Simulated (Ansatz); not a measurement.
WS2 (2H monolayer), computed twice by G0W0.

The cell holds 3 atoms: 1 W and 2 S. Its edges and angles: a = 3.126 Å, b = 3.126 Å, c = 29.400 Å, α = 90.0°, β = 90.0°, γ = 120.0°. It derives from S2W1. Vacuum lies along c.

```xyz
3
Lattice="3.1257 0.0000 0.0000 -1.5628 2.7069 0.0000 0.0000 0.0000 29.4000" Properties=species:S:1:pos:R:3
W     0.0000    1.8046   14.7000
S     1.5628    0.9023   16.2604
S     1.5628    0.9023   13.1396
```

The structure was relaxed with LDA. The runs that relaxed it are not among those shown. Spin-orbit coupling is left out unless a run names it.

The first (Ansatz 0.2.0; start LDA, 9×9×1 mesh, 366 empty bands, screening to 75 eV, PAW set soft_1 files; 1 × NVIDIA H100 80GB HBM3 (shared by 6 runs) with 2 threads of AMD EPYC 7R13 (Zen 3), shared host) gave, on its mesh: starting gap 1.99 eV, G0W0 gap 2.85 eV, mean of 1 + 4πα/V (set by the cell height) 2.82, 42 s.

The second gave: starting gap 1.99 eV, G0W0 gap 2.84 eV, mean of 1 + 4πα/V (set by the cell height) 2.83, 20 s.

Q: What was changed in the input? Choose among start, files, mesh, bands and cutoff, frequency model or another key.

Changed: empty bands from 366 to 148 and screening cutoff (eV) from 75.0 to 41. The starting gap stayed, which rules out the functional and points to the GW step. Other changes could give like numbers; this is the one that was made.

Limits: not at the basis limit; coarse mesh for a sheet; no spin-orbit coupling.

[Paths, hosts, dates, memory and timing lines, banners, echoed tables and standing remarks are left out of the program output.]

[Logs are printed without paths, hosts, clocks, repeated set-up lines and the standing remarks that a program may print on its own settings, such as how far it seeks lower states.]

[Runs of the session that timed out or met a known fault of the program may be left out.]

[Cells called generated may have been cut or substituted from an entry of the Crystallography Open Database or the Materials Project.]

[Hosts, paths, dates, database ids (printed as entryN), source tags and the programs' standing remarks are cut or masked in the printed files.]
